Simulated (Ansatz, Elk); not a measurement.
## Bonding as seen by X-rays: SrSc3Al

Structure refinements treat a crystal as free atoms side by side. For a made-up structure of SrSc3Al (cell and positions from a PBE relaxation) the runs below show what the calculated density changes in F(hkl).

Calculated with Elk 11.2.3 (patched build); DFT, PBE, all-electron APW+lo, Dirac cores, scalar-relativistic bands, static density, no spin.

This account leaves out most program logs.

The structure was built from a prototype and need not be the compound's stable phase.

### 1. Set-up

It takes space group Pm-3m (No. 221, cubic). Conventional cell: a = 5.375 Å, b = 5.375 Å, c = 5.375 Å, α = 90.00°, β = 90.00°, γ = 90.00°. Nearest to Sr lie 12 Sc at 3.80 Å. Nearest to Sc lie 2 Al at 2.69 Å and 8 Sc at 3.80 Å and 4 Sr at 3.80 Å. Nearest to Al lie 6 Sc at 2.69 Å. Farther neighbours are not listed.

Coordinates:

```cif
data_structure
_symmetry_space_group_name_H-M 'Pm-3m'
_symmetry_Int_Tables_number 221
_cell_length_a 5.3747
_cell_length_b 5.3747
_cell_length_c 5.3747
_cell_angle_alpha 90.000
_cell_angle_beta 90.000
_cell_angle_gamma 90.000
_cell_volume 155.26
loop_
_atom_site_label
_atom_site_type_symbol
_atom_site_symmetry_multiplicity
_atom_site_Wyckoff_symbol
_atom_site_fract_x
_atom_site_fract_y
_atom_site_fract_z
_atom_site_occupancy
Sr1 Sr 1 a 0.00000 0.00000 0.00000 1
Sc1 Sc 3 c 0.50000 0.50000 0.00000 1
Al1 Al 1 b 0.50000 0.50000 0.50000 1
```

### 2. Ground state and structure factors

An all-electron density is needed, since X-rays see the cores too. Task 0 finds the density and task 195 Fourier-transforms it; tshift is off so that phases refer to the origin typed.

Input file elk.in:

```
tasks
  0
  195

xctype
  20

spinpol
  .false.

rgkmax
  7.0

gmaxvr
  14.0

lmaxo
  7

lmaxapw
  8

swidth
  0.002

tshift
  .false.

ramdisk
  .false.

hmaxvr
  5.5

maxscl
  120

epspot
  1e-06

sppath
  './'

avec
  10.15666939892 -0.00000000000 -0.00000000000
  -0.00000000000 10.15666939892 -0.00000000000
  -0.00000000000 -0.00000000000 10.15666939892

atoms
  3
  'Sr.in'
  1
  -0.0000000000 0.0000000000 0.0000000000   0.000000 0.000000 0.000000
  'Sc.in'
  3
  0.5000000000 0.5000000000 0.0000000000   0.000000 0.000000 0.000000
  0.5000000000 -0.0000000000 0.5000000000   0.000000 0.000000 0.000000
  0.0000000000 0.5000000000 0.5000000000   0.000000 0.000000 0.000000
  'Al.in'
  1
  0.5000000000 0.5000000000 0.5000000000   0.000000 0.000000 0.000000

ngridk
  4 4 4
```

Run with:

```bash
$ OMP_NUM_THREADS=4 elk
```

The job ended after 35 s (4 threads of Arm Neoverse V1, shared host; peak memory 0.23 GiB).

SFACRHO.OUT:

```text

h k l indices transformed by vhmat matrix:
   1.000000000       0.000000000       0.000000000    
   0.000000000       1.000000000       0.000000000    
   0.000000000       0.000000000       1.000000000    

      h      k      l  multipl.   |H|            Re(F)            Im(F)           |F|

      0      0      0      1   0.0000000       114.00000      0.90913294E-16   114.00000    
      0      0      1      6  0.61862655       4.4683818      0.24966804E-13   4.4683818    
      0     -1      1     12  0.87487005       26.494127     -0.26197847E-14   26.494127    
     -1     -1     -1      8   1.0714926       70.372613      0.34553355E-13   70.372613    
      0      0     -2      6   1.2372531       86.320749      0.44952628E-13   86.320749    
     -1     -2      0     24   1.3832910       6.0206077     -0.41930370E-13   6.0206077    
     -2      1      1     24   1.5153194       23.034914     -0.33349490E-13   23.034914    
     -2      2      0     12   1.7497401       75.730976      0.44873478E-14   75.730976    
     -2      1     -2     24   1.8558796       5.6926802     -0.27299133E-14   5.6926802    
     -3      0      0      6   1.8558796       5.5356175     -0.72924707E-13   5.5356175    
      0      3     -1     24   1.9562689       21.437189     -0.34219983E-14   21.437189    
      3     -1      1     24   2.0517521       54.519522     -0.26364089E-13   54.519522    
      2      2      2      8   2.1429852       68.305749     -0.11364867E-12   68.305749    
      0      3     -2     24   2.2304897       5.4955382      0.57261419E-13   5.4955382    
     -3      1      2     48   2.3146886       20.165495      0.24148989E-13   20.165495    
      4      0      0      6   2.4745062       62.819945     -0.65185780E-13   62.819945    
     -1      0      4     24   2.5506626       5.5214716      0.75825673E-14   5.5214716    
      2     -3     -2     24   2.5506626       5.4791004     -0.67374408E-13   5.4791004
```

Elk indexes on the primitive cell of elk.in and gives |H| = 4π sin θ/λ in inverse bohr. Below, one row stands for each form hkl of the conventional cell (m members, Friedel mates merged), F is for one primitive cell and the density is static (no thermal factor). Free-atom factors are Waasmaier and Kirfel's, and R is Σm||F|−|F'||/Σm|F|.

```csv
hkl,m,sin θ/λ (Å⁻¹),"abs F, DFT",neutral atoms,diff.
100,6,0.093,4.468,4.772,-0.304
110,12,0.132,26.494,26.192,+0.302
111,8,0.161,70.373,70.732,-0.360
200,6,0.186,86.321,86.615,-0.294
210,24,0.208,6.021,5.717,+0.304
211,24,0.228,23.035,23.221,-0.186
220,12,0.263,75.731,75.766,-0.035
221,24,0.279,5.693,5.620,+0.073
300,6,0.279,5.536,5.620,-0.084
310,24,0.294,21.437,21.463,-0.026
311,24,0.308,54.520,54.416,+0.103
222,8,0.322,68.306,68.316,-0.010
320,24,0.335,5.495,5.527,-0.032
321,48,0.348,20.166,20.192,-0.026
400,6,0.372,62.820,62.755,+0.065
410,24,0.384,5.521,5.514,+0.008
322,24,0.384,5.479,5.514,-0.035
330,12,0.395,19.117,19.167,-0.051
411,24,0.395,19.079,19.167,-0.088
331,24,0.406,46.061,46.014,+0.047
420,24,0.416,58.498,58.444,+0.054
421,48,0.426,5.498,5.532,-0.034
```

### 3. The highest occupied states alone

An energy window below the Fermi level keeps the highest occupied states, to see at which angles they scatter; shallow core shells can lie inside it and anion s states outside. No new self-consistency is needed.

Edit elk.in of step 2 so:

```diff
@@ -1,3 +1,2 @@
 tasks
-  0
   195
@@ -40,2 +39,5 @@
 
+wsfac
+  -0.211860 0.455630
+
 sppath
```

Run with:

```bash
$ OMP_NUM_THREADS=4 elk
```

Run time: 20 s. Hardware: 4 threads; peak memory 0.17 GiB.

States within 10 eV below the Fermi level hold 14.00 electrons; any levels below the window count with the cores. Their amplitudes can exceed the total, where window and core parts have opposite phase:

```csv
hkl,sin θ/λ (Å⁻¹),"abs F, window","abs F, all"
100,0.093,2.957,4.468
110,0.132,0.426,26.494
111,0.161,0.662,70.373
200,0.186,1.130,86.321
210,0.208,0.144,6.021
211,0.228,0.382,23.035
220,0.263,0.635,75.731
221,0.279,0.026,5.693
300,0.279,0.183,5.536
310,0.294,0.205,21.437
```

### 4. Another functional

The difference from free atoms is small, so it is set against the change that LDA (Perdew-Wang) makes.

Edit elk.in of step 3 so:

```diff
@@ -1,2 +1,3 @@
 tasks
+  0
   195
@@ -4,3 +5,3 @@
 xctype
-  20
+  3
 
@@ -39,5 +40,2 @@
 
-wsfac
-  -0.211860 0.455630
-
 sppath
```

Run with:

```bash
$ OMP_NUM_THREADS=4 elk
```

The job ended after 21 s (4 threads; peak memory 0.18 GiB; 41 s of CPU time).

Against the first run R = 0.07 %; the largest change is -0.047 at 222.

### 5. Basis size

The basis and the expansions that go with it are enlarged, to see whether the differences are converged.

Edit elk.in of step 4 so:

```diff
@@ -5,3 +5,3 @@
 xctype
-  3
+  20
 
@@ -11,12 +11,12 @@
 rgkmax
-  7.0
+  8.5
 
 gmaxvr
-  14.0
+  18.0
 
 lmaxo
-  7
+  9
 
 lmaxapw
-  8
+  10
```

Run with:

```bash
$ OMP_NUM_THREADS=4 elk
```

The job ended after 89 s (4 threads; peak memory 0.5 GiB).

Against the first run R = 0.01 %; the largest change is -0.011 at 422.

### 6. Settings against the effect

```csv
run,R against the first run (%),"R against neutral atoms, low angle (%)",wall time
"PBE, rgkmax 7",0.00,0.68,35 s
LDA (Perdew-Wang),0.07,0.67,21 s
rgkmax 8.5 with larger expansions,0.01,0.67,89 s
```

### 7. Summary of results

```json
{
  "R against neutral atoms, sin θ/λ < 0.3 Å⁻¹": "0.68 %",
  "R against neutral atoms, 0.3 to 0.82 Å⁻¹": "0.20 %"
}
```

In words: Independent neutral atoms miss the calculated amplitudes by R = 0.68 % below 0.3 Å⁻¹ and 0.20 % from there to 0.82 Å⁻¹; by shells, 1.58 % below 0.15 Å⁻¹ (2 forms), 0.58 % 0.15 to 0.3 (8 forms), 0.18 % 0.3 to 0.45 (13 forms), 0.20 % above 0.45 (81 forms). Bonding, aspherical density and the tables' own atoms all enter these figures, and the runs don't part them. The largest change of an amplitude is -0.36 electrons, at 111. The window's part falls from 14.0 electrons at the origin to at most 0.24 between 0.45 and 0.82 Å⁻¹. Below 0.3 Å⁻¹ the changes that finished (LDA (Perdew-Wang) and rgkmax 8.5 with larger expansions) move F by R = 0.06 % at most, against the 0.68 % that separates it from free atoms. The k-mesh has no finished test. Part of the difference isn't bonding: the tables are fits to free atoms and ions calculated by other methods than this functional. Thermal motion, anomalous dispersion and extinction are left out.

[Logs are printed without paths, hosts, clocks, repeated set-up lines and the standing remarks that a program may print on its own settings, such as how far it seeks lower states.]

[Hosts, paths, dates, database ids (printed as entryN), source tags and the programs' standing remarks are cut or masked in the printed files.]
